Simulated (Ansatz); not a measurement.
# CdF2 (Fm-3m): lattice thermal conductivity

How well does the lattice of CdF2 conduct heat?

Experimental results on record:
- thermal conductivity 4.3 W/m/K near room temperature (given in “Predicting the lattice thermal conductivity of solids by solving the Boltzmann transport equation: AFLOW - AAPL an automated, accurate and efficient framework”, 2017, arXiv:1611.05481)

Method: DFT LDA, scalar-relativistic, plane waves, PAW; PAW set soft_1, in Ansatz 0.2.0.

### 1. The structure

Symmetry: Fm-3m, No. 225, cubic system. The conventional cell has a = 5.388 Å, b = 5.388 Å, c = 5.388 Å, α = 90.00°, β = 90.00°, γ = 90.00°. Nearest to Cd lie 8 F at 2.33 Å. Nearest to F lie 4 Cd at 2.33 Å. Farther neighbours and most contacts between anions are not listed.

Coordinates:

```cif
data_structure
_symmetry_space_group_name_H-M 'P 1'
_symmetry_Int_Tables_number 1
_cell_length_a 3.8099
_cell_length_b 3.8099
_cell_length_c 3.8099
_cell_angle_alpha 60.000
_cell_angle_beta 60.000
_cell_angle_gamma 60.000
_cell_volume 39.10
loop_
_atom_site_label
_atom_site_type_symbol
_atom_site_fract_x
_atom_site_fract_y
_atom_site_fract_z
_atom_site_occupancy
Cd1 Cd 0.00000 0.00000 0.00000 1
F2 F 0.25000 0.25000 0.25000 1
F3 F 0.75000 0.75000 0.75000 1
```

### 2. A first coarse run

A cheap single point shows whether the cell is a metal or an insulator and how far it is from rest; that sets the k-mesh and the occupations of what follows.

Contents of input.yaml:

```yaml
crystal:
  lattice:
    - [0.0, 2.694, 2.694]
    - [2.694, 0.0, 2.694]
    - [2.694, 2.694, 0.0]
  atoms:
    - { symbol: Cd, position: [0.0, 0.0, 0.0] }
    - { symbol: F, position: [0.25, 0.25, 0.25] }
    - { symbol: F, position: [0.75, 0.75, 0.75] }
kpoints:
  mp_grid: { grid: [6, 6, 6] }
hamiltonian:
  xc: lda
  pseudopotentials: { kind: paw, azcp: { folder: soft_1 }, xc_functional: pbe }
scf:
  occupations: { method: gaussian, width: 0.1 }
  lower_state_search: "off"
output:
  forces: true
  stress: true
  eigenvalues: true
```

Launch:

```
$ ansatz run input.yaml --threads 18 --pin off --max-ram 92160MiB --backend cuda --events-out ev --progress --plain --runs-dir out
```

Numbers of over 12 decimals in the logs are rounded to 6 here.

The program printed:

```text
Engine: ansatz 0.2.0, aarch64-unknown-linux-gnu
Pseudopotentials: kind: paw
Pseudopotential: Cd, paw, valence charge 20, recommended cutoff 420 eV (normal), soft_1/Cd.paw.azcp
Pseudopotential: F, paw, valence charge 7, recommended cutoff 420 eV (normal), soft_1/F.paw.azcp
Functional definition: SPW92
  exchange = slater_x
  correlation = pw_c
device memory: the entry about to start is reckoned to put 0.7 GiB on a device that reports 182.5 GiB free
GPU FFT provider: cuFFT
GPU libraries: cuBLAS 13.8.1, cuFFT 12.4.0, cuSOLVER 12.3.2
GPU matrix products: emulated (plane waves: as basis.precision tells), large ones in fixed point in workspaces of 1.00 GiB
Crystal: 3 atoms, lattice volume = 39.104 Å³
Basis set: ecut = 420 eV, 749 PW (Γ)
Bands: 21, of which v1, the nominal top of the filled ones, is band 17 counted from 1 (16 counted from 0)
Symmetry: 48 space group operations
Space group: Fm-3m (ITA 225), of the structure as read, at distance tolerance 3.4e-5 Å
k-points: 16 of 216
Non-local potential: Cd, projectors of the file, l = 0: 3, l = 1: 2, l = 2: 2, l = 3: 1
Non-local potential: F, projectors of the file, l = 0: 2, l = 1: 2, l = 2: 1
PAW form: soft (Blöchl's): semilocal exchange-correlation on the pseudo side does not see the compensation charge
PAW frozen core: Cd, regenerated for the run's functional, and the local potential with it (the file was generated under x = pbe(κ = 0.804, μ = 0.219515), c = pbe(β = 0.066725))
PAW frozen core: F, regenerated for the run's functional, and the local potential with it (the file was generated under x = pbe(κ = 0.804, μ = 0.219515), c = pbe(β = 0.066725))
PAW one-centre angular grid: Cd, 590 points (default); XC on 64 Gauss nodes
PAW one-centre angular grid: F, 110 points (default); XC on 64 Gauss nodes
Initial density: superposition of atomic densities (chi_scale 0.1, normalization cell, long waves kept (reshape's long-wave potential 0.00 eV rms))
Initial wavefunctions: pseudopotential atomic-orbital guess
GPU buffer pool allocated for 19683 grid points (all kernels)
GPU transforms: local potential and band sums: pruned to the plane-wave sphere, on 25×25×25
Functional: x = slater, c = lda
SCF iter   1: F=—  HF=-9712.072549 eV  |F-HF|=—  |Δ(HF+E_count)|=         —  Δρ=2.31e-1  dr2=1.78e1  ethr=3.10e-3  ⟨swp⟩=5.0  Hψ=1409  notcnv=0
preconditioner: auto → none  [insulator: Δε(μ)=1.723 eV  Ē_g=16.965 eV  σ=0.100 eV  W_gap=0.92  n_scr=14 (ndim 8)  ℏωp=30.3 eV  f_vac=0.099  D(μ)=0.25/eV (n_scr^D=0)  ε∞_Penn≈4.2]
SCF iter   2: F=—  HF=-9708.204712 eV  |F-HF|=—  |Δ(HF+E_count)|=    3.87e0  Δρ=1.57e-1  dr2=5.92e0  ethr=3.10e-3  ⟨swp⟩=3.9  Hψ=1006  notcnv=0
SCF iter   3: F=—  HF=-9706.381519 eV  |F-HF|=—  |Δ(HF+E_count)|=    1.82e0  Δρ=2.07e-2  dr2=7.84e-2  ethr=3.10e-3  ⟨swp⟩=2.9  Hψ=782  notcnv=0
SCF iter   4: F=—  HF=-9706.375271 eV  |F-HF|=—  |Δ(HF+E_count)|=   6.25e-3  Δρ=5.41e-3  dr2=3.47e-3  ethr=2.31e-4  ⟨swp⟩=2.9  Hψ=780  notcnv=0
SCF iter   5: F=—  HF=-9706.377872 eV  |F-HF|=—  |Δ(HF+E_count)|=   2.60e-3  Δρ=9.71e-4  dr2=2.33e-4  ethr=1.02e-5  ⟨swp⟩=2.8  Hψ=754  notcnv=0
SCF iter   6: F=—  HF=-9706.378035 eV  |F-HF|=—  |Δ(HF+E_count)|=   1.63e-4  Δρ=4.06e-4  dr2=4.37e-5  ethr=6.86e-7  ⟨swp⟩=2.0  Hψ=548  notcnv=0
SCF iter   7: F=—  HF=-9706.378286 eV  |F-HF|=—  |Δ(HF+E_count)|=   2.52e-4  Δρ=7.95e-5  dr2=1.95e-6  ethr=1.29e-7  ⟨swp⟩=2.2  Hψ=532  notcnv=0
SCF iter   8: F=-9706.378286 eV  HF=-9706.378286 eV  |F-HF|=5.09e-8  |Δ(HF+E_count)|=   5.33e-7  Δρ=1.42e-5  dr2=6.81e-8  ethr=2.94e-10  ⟨swp⟩=2.8  Hψ=1296  notcnv=0
SCF 1 converged in 8 iterations: F = -9706.378286 eV  dr2 = 6.81e-8
  greatest PAW one-centre occupation: 1.000 electrons in one spin orbital (limit 2), on the Cd atom at site 0 (counted from 0), in its partial waves of l = 0
SCF converged after 8 iterations
Free energy (F): -9706.378286 eV
Harris-Foulkes:  -9706.378286 eV  (|F-HF|=5.09e-8)
Internal energy: -9706.378286 eV  (E = F + TS)
E sigma→0 (E₀):  -9706.378286 eV
Fermi energy:    7.384925 eV
--- Per-component energies (eV) ---
  E_band       = -493.000190
  E_kinetic    = 832.301791
  E_local      = -4267.027918  (includes V_loc(G=0)·N_el)
  E_nonlocal   = 309.653860
  E_hartree    = 1865.670604
  E_xc         = -304.633560
  E_vxc        = -389.051688  (∫ρ·V_xc dr)
  E_paw        = -4349.481470  (= ΣΔE_a)
  E_vpaw       = -710.231631  (= ΣTr[D̂ρ^β])
  E_aug_tail   = 0.001968  (compensation charges beyond the density's cutoff)
  E_ewald      = -3793.856633
  E_core_change = 0.993073  (= ΣΔE_core)
  E_smearing   = -0.000000  (= −TS)
  E_closure    = -0.000000  (closes the sum)
  Σ components = -9706.378286   (vs F -9706.378286, Δ=0.00e0)
--- Forces (eV/Å), atoms counted from 1 ---
  atom   1  Cd     0.00000000     0.00000000    -0.00000000
  atom   2  F     -0.00000000    -0.00000000    -0.00000000
  atom   3  F     -0.00000000     0.00000000    -0.00000000
  max |Σ_I F_I| component: 1.39e-17 eV/Å
--- Stress (GPa, compression-positive) ---
       -5.677295      -0.000000      -0.000000
       -0.000000      -5.677295      -0.000000
        0.000000       0.000000      -5.677295
  P = ⅓ Tr σ = -5.6773 GPa (-56.773 kbar)
--- Band table (eV; the first three rows and the last of 16) ---
  k-point 0: bands = [... 13 lower, 4.9734, 5.5111, 5.5111, 5.5111, 8.7945, 18.2952, 18.2952, 18.2952]
  k-point 1: bands = [... 13 lower, 4.7933, 5.2483, 5.5239, 5.5239, 9.7868, 17.1825, 18.6995, 18.6995]
  k-point 2: bands = [... 13 lower, 4.3527, 4.3527, 5.5745, 5.5745, 11.6735, 15.7020, 19.6041, 19.6041]
  k-point 15: bands = [... 13 lower, 3.7319, 5.1287, 5.3800, 5.9666, 13.7814, 16.3555, 17.1399, 18.4900]
```

The job ended after 2.5 s (1 × NVIDIA GB200 with 18 threads of Arm Neoverse V2, shared host; peak memory 1 GiB).

Reading the cycles: dr2 is the Hartree energy of the density residual (eV), the measure of convergence; HF is the Harris–Foulkes estimate of the energy, which meets the free energy F at convergence.

Numbers from this step:

```yaml
pressure: -5.677 GPa
gap_on_the_k_mesh: 2.828 eV
volume_per_atom: 13.03 Å³/atom
```

The start is under -5.7 GPa at this level and looks like an insulator or semiconductor on this mesh.

### 3. Finding the static equilibrium

The vibrations must be taken about the equilibrium of this functional, not about the starting cell, so the structure is relaxed.

input.yaml, the sections that differ from step 2:

```yaml
kpoints:
  mp_grid: { grid: [8, 8, 8] }
scf:
  occupations: { method: gaussian, width: 0.02 }
  lower_state_search: "off"
relax:
  adjacent_minimum: "off"
  f_tol: 0.005
  max_steps: 80
  cell: { stress_tol: 0.05 }
# crystal, hamiltonian, output: as in step 2
```

The program printed:

```text
[...]
Crystal: 3 atoms, lattice volume = 39.104 Å³
Basis set: ecut = 420 eV, 749 PW (Γ)
Bands: 21, of which v1, the nominal top of the filled ones, is band 17 counted from 1 (16 counted from 0)
Symmetry: 48 space group operations
[...]
k-points: 29 of 512
[...]
SCF iter   1: F=—  HF=-9712.072384 eV  |F-HF|=—  |Δ(HF+E_count)|=         —  Δρ=2.31e-1  dr2=1.78e1  ethr=3.10e-3  ⟨swp⟩=5.0  Hψ=2623  notcnv=0
[...]
SCF iter   2: F=—  HF=-9708.193318 eV  |F-HF|=—  |Δ(HF+E_count)|=    3.88e0  Δρ=1.56e-1  dr2=5.88e0  ethr=3.10e-3  ⟨swp⟩=3.9  Hψ=1829  notcnv=0
[...]
SCF iter   8: F=-9706.378162 eV  HF=-9706.378162 eV  |F-HF|=4.76e-8  |Δ(HF+E_count)|=   5.62e-7  Δρ=1.37e-5  dr2=6.48e-8  ethr=2.94e-10  ⟨swp⟩=3.0  Hψ=2857  notcnv=0
SCF 1 converged in 8 iterations: F = -9706.378162 eV  dr2 = 6.48e-8
[...]
relax step   1: F+E_penalty+E_count = -9706.37816193 eV  Δ(F+E_penalty+E_count) = +0.000e0 eV  max|allowed force component| = 4.626e-18 eV/Å  Δτ_max = 0.0000 Å  P = -5.676 GPa  Ω = 39.104 Å³  (8 SCF iters, dr2 threshold 1.00e-7 eV, accepted)
[...]
Crystal: 3 atoms, lattice volume = 37.238 Å³
Basis set: ecut = 420 eV, 725 PW (Γ)
[...]
iter 1 solved again at ethr=5.60e-5 eV; its pass at ethr=3.10e-3 eV (dr2=1.90e-2 eV) is discarded
[...]
SCF iter   2: F=—  HF=-9706.420496 eV  |F-HF|=—  |Δ(HF+E_count)|=   6.49e-3  Δρ=4.88e-3  dr2=3.89e-3  ethr=5.52e-5  ⟨swp⟩=2.9  Hψ=1093  notcnv=0
[...]
SCF iter   6: F=-9706.419338 eV  HF=-9706.419338 eV  |F-HF|=1.20e-9  |Δ(HF+E_count)|=   2.38e-7  Δρ=3.64e-6  dr2=2.99e-9  ethr=8.82e-10  ⟨swp⟩=5.0  Hψ=2640  notcnv=0
SCF 2 converged in 6 iterations: F = -9706.419338 eV  dr2 = 2.99e-9
relax step   2: F+E_penalty+E_count = -9706.41933815 eV  Δ(F+E_penalty+E_count) = -4.118e-2 eV  max|allowed force component| = 3.084e-17 eV/Å  Δτ_max = 0.0000 Å  P = +0.051 GPa  Ω = 37.238 Å³  energy of the carried Pulay correction = +6.944e-3 eV  (6 SCF iters, dr2 threshold 3.00e-7 eV, accepted)
[...]
Crystal: 3 atoms, lattice volume = 37.254 Å³
[...]
SCF iter   4: F=-9706.419280 eV  HF=-9706.419280 eV  |F-HF|=2.68e-9  |Δ(HF+E_count)|=   1.39e-8  Δρ=4.20e-6  dr2=3.84e-9  ethr=1.91e-11  ⟨swp⟩=4.0  Hψ=1997  notcnv=0
SCF 3 converged in 4 iterations: F = -9706.419280 eV  dr2 = 3.84e-9
relax step   3: F+E_penalty+E_count = -9706.41928024 eV  Δ(F+E_penalty+E_count) = +5.791e-5 eV  max|allowed force component| = 4.819e-17 eV/Å  Δτ_max = 0.0000 Å  P = -0.004 GPa  Ω = 37.254 Å³  energy of the carried Pulay correction = +6.883e-3 eV  (4 SCF iters, dr2 threshold 6.48e-9 eV, accepted)
[...]
relax step   4: F+E_penalty+E_count = -9706.41403711 eV  Δ(F+E_penalty+E_count) = +5.243e-3 eV  max|allowed force component| = 4.819e-17 eV/Å  Δτ_max = 0.0000 Å  P = -0.275 GPa  Ω = 37.254 Å³  stress off target by 2.75e-1 GPa  SCF on the basis re-selected at this cell (its energy is not comparable with the rows above)  (6 SCF iters)
[...]
relax step   5: F+E_penalty+E_count = -9706.41440277 eV  Δ(F+E_penalty+E_count) = -3.657e-4 eV  max|allowed force component| = 3.585e-17 eV/Å  Δτ_max = 0.0000 Å  P = +0.001 GPa  Ω = 37.174 Å³  energy of the carried Pulay correction = +2.980e-4 eV  (4 SCF iters, dr2 threshold 1.89e-7 eV, accepted)
[...]
SCF iter   1: F=—  HF=-9706.413763 eV  |F-HF|=—  |Δ(HF+E_count)|=         —  Δρ=1.79e-5  dr2=7.31e-8  ethr=2.19e-8  ⟨swp⟩=3.0  Hψ=4206  notcnv=0
[...]
SCF iter   2: F=—  HF=-9706.414110 eV  |F-HF|=—  |Δ(HF+E_count)|=   3.47e-4  Δρ=9.73e-6  dr2=1.07e-8  ethr=2.15e-10  ⟨swp⟩=2.4  Hψ=1020  notcnv=0
[...]
SCF iter   5: F=-9706.414110 eV  HF=-9706.414110 eV  |F-HF|=1.82e-12  |Δ(HF+E_count)|=    0.00e0  Δρ=1.81e-7  dr2=7.32e-12  ethr=1.00e-12  ⟨swp⟩=5.0  Hψ=2472  notcnv=0
SCF 6 converged in 5 iterations: F = -9706.414110 eV  dr2 = 7.32e-12
relax step   6: F+E_penalty+E_count = -9706.41411025 eV  Δ(F+E_penalty+E_count) = +2.925e-4 eV  max|allowed force component| = 4.260e-17 eV/Å  Δτ_max = 0.0000 Å  P = -0.006 GPa  Ω = 37.174 Å³  stress off target by 6.46e-3 GPa  SCF on the basis re-selected at this cell (its energy is not comparable with the rows above)  (5 SCF iters)
[...]
SCF converged after 5 iterations
Free energy (F): -9706.414110 eV
[...]
Internal energy: -9706.414110 eV  (E = F + TS)
E sigma→0 (E₀):  -9706.414110 eV
Fermi energy:    8.285414 eV
[...]
--- Stress (GPa, compression-positive) ---
       -0.006461      -0.000000      -0.000000
       -0.000000      -0.006461      -0.000000
       -0.000000      -0.000000      -0.006461
  P = ⅓ Tr σ = -0.0065 GPa (-0.065 kbar)
--- Band table (eV; the first three rows and the last of 29) ---
  k-point 0: bands = [... 13 lower, 5.6374, 6.3854, 6.3854, 6.3854, 9.7796, 19.3229, 19.3229, 19.3229]
  k-point 1: bands = [... 13 lower, 5.5439, 6.2314, 6.3765, 6.3765, 10.3942, 18.5972, 19.5790, 19.5790]
  k-point 2: bands = [... 13 lower, 5.2525, 5.6231, 6.3903, 6.3903, 11.7613, 17.4214, 20.2462, 20.2462]
  k-point 28: bands = [... 13 lower, 5.1272, 5.1272, 6.0475, 6.7909, 15.0259, 17.9864, 18.5379, 18.5379]
--- Relaxed structure (4 steps of the walk, 4 accepted, 2 SCFs on fresh bases) ---
  F+E_penalty+E_count = -9706.41411025 eV   max|allowed force component| = 4.260e-17 eV/Å   (the final SCF, on the basis selected at the relaxed cell)
  cell:  # Å, volume = 37.1744 Å³
    - [0, 2.648936, 2.648936]
    - [2.648936, 0, 2.648936]
    - [2.648936, 2.648936, 0]
  atoms:
    - { symbol: Cd, position: [0, 0, 0] }
    - { symbol: F, position: [0.25, 0.25, 0.25] }
    - { symbol: F, position: [0.750000, 0.750000, 0.750000] }
```

Run time: 5.2 s. Hardware: 1 × NVIDIA GB200 with 18 threads; peak memory 1.1 GiB.

The steps of the relaxation:

```csv
step,energy less that of the first step (eV),largest force component (eV/Å),pressure (GPa),volume (Å³)
1,0.0000,0.0000,-5.68,39.10
2,-0.0412,0.0000,0.05,37.24
3,-0.0411,0.0000,0.00,37.25
4*,-0.0359,0.0000,-0.28,37.25
5,-0.0362,0.0000,0.00,37.17
6*,-0.0359,0.0000,-0.01,37.17
```

Relaxation steps marked * repeat the geometry before them on a plane-wave basis chosen anew for their cell, so energy and pressure can jump there.

Forces are held to the 48 operations that the run works with; a distortion that breaks them can't arise in this run.

```csv
"conventional cell, symmetrised",before,after,change
a (Å),5.388,5.298,-1.7 %
b (Å),5.388,5.298,-1.7 %
c (Å),5.388,5.298,-1.7 %
volume (Å³/atom),13.03,12.39,-4.9 %
```

Final coordinates:

```xyz
3
Lattice="0.0000 2.6489 2.6489 2.6489 0.0000 2.6489 2.6489 2.6489 0.0000" Properties=species:S:1:pos:R:3 pbc="T T T"
Cd    0.0000    0.0000    0.0000
F     1.3245    1.3245    1.3245
F     3.9734    3.9734    3.9734
```

Numbers from this step:

* pressure: -0.006461 GPa
* gap on the k-mesh: 2.989 eV
* volume per atom: 12.39 Å³/atom

The relaxation ends with a pressure of -0.01 GPa.

### 4. Tight relaxation

The relaxation is repeated with tighter thresholds on force and stress, since phonons are sensitive to what is left; a change of mesh or smearing in the input moves the cell too.

input.yaml, the sections that differ from step 3:

```yaml
crystal:
  lattice:
    - [0.0, 2.6489361669, 2.6489361669]
    - [2.6489361669, 0.0, 2.6489361669]
    - [2.6489361669, 2.6489361669, 0.0]
  atoms:
    - { symbol: Cd, position: [0.0, 0.0, 0.0] }
    - { symbol: F, position: [0.25, 0.25, 0.25] }
    - { symbol: F, position: [0.75, 0.75, 0.75] }
kpoints:
  mp_grid: { grid: [9, 9, 9] }
scf:
  occupations: { method: fixed }
  lower_state_search: "off"
relax:
  adjacent_minimum: "off"
  f_tol: 0.001
  max_steps: 60
  cell: { stress_tol: 0.01 }
# hamiltonian, output: as in step 3
```

The program printed:

```text
[...]
GPU FFT provider: cuFFT
GPU libraries: cuBLAS 13.8.1, cuFFT 12.4.0, cuSOLVER 12.3.2
[...]
Crystal: 3 atoms, lattice volume = 37.174 Å³
Basis set: ecut = 420 eV, 725 PW (Γ)
Bands: 21, of which v1, the nominal top of the filled ones, is band 17 counted from 1 (16 counted from 0)
Symmetry: 48 space group operations
[...]
k-points: 35 of 729
[...]
--- Relaxed structure (1 steps of the walk, 1 accepted, 1 SCFs on fresh bases) ---
[...]
cell:  # Å, volume = 37.1744 Å³
    - [0.0, 2.6489361669, 2.6489361669]
    - [2.6489361669, 0.0, 2.6489361669]
    - [2.6489361669, 2.6489361669, 0.0]
  atoms:
    - { symbol: Cd, position: [0.0, 0.0, 0.0] }
    - { symbol: F, position: [0.25, 0.25, 0.25] }
    - { symbol: F, position: [0.75, 0.75, 0.75] }
[key lines of the parts left out:]
SCF converged after 6 iterations
Free energy (F): -9706.414248 eV
Fermi energy:    6.761752 eV
P = ⅓ Tr σ = -0.0056 GPa (-0.056 kbar)
```

Wall time 2.4 s (1 × NVIDIA GB200 with 18 threads); peak memory 1 GiB.

Little changed from the start: no atom moved by 0.005 Å and no cell edge by 0.1 %.

Numbers from this step:

```yaml
pressure: -0.005565 GPa
gap_on_the_k_mesh: 3.018 eV
```

The residual pressure is -0.0056 GPa, small enough for phonons.

### 5. A faulty attempt

This input was changed on purpose, to see how the program answers.

input.yaml, the sections that differ from step 4:

```yaml
kpoints:
  mp_grid: { grid: [8, 8, 8] }
scf:
  occupations: { method: fixed }
  lower_state_search: "off"
  max_iter: 50
output:
  eigenvalues: true
phonons:
  supercell: [2, 2, 2]
  dielectric: false
  third_order: { supercell: [2, 2, 2], pair_cutoff: 2.444 }
  lattice_thermal_conductivity:
    qmesh: [11, 12, 13]
    temperatures: [300]
    isotope_mass_variance: [{ species: Cd, variance: 0.0002716 }, { species: F, variance: 0.0 }]
# crystal, hamiltonian: as in step 4
# relax: removed
```

The program printed:

```text
Error: invalid value for `phonons.lattice_thermal_conductivity.qmesh`: [11, 12, 13] is not mapped onto itself by every operation of the crystal's point group, which phonons.lattice_thermal_conductivity requires of this mesh (its Boltzmann solve uses the whole point group); the smallest at or above it that is: [13, 13, 13]
```

The job ended after 0.16 s (18 threads; peak memory 0.07 GiB).

The input was rejected at the start.

The program's message: “Error: invalid value for `phonons.lattice_thermal_conductivity.qmesh`: [11, 12, 13] is not mapped onto itself by every operation of the crystal's point group, which phonons.lattice_thermal_conductivit …”

The fault put into the input: a q mesh that breaks the point group.

(Part 1 of 3 ends here.)

[Logs are printed without paths, hosts, clocks, repeated set-up lines and the standing remarks that a program may print on its own settings, such as how far it seeks lower states.]

[Hosts, paths, dates, database ids (printed as entryN), source tags and the programs' standing remarks are cut or masked in the printed files.]

[A step with changed settings may run another functional than the one named; its input shows which.]
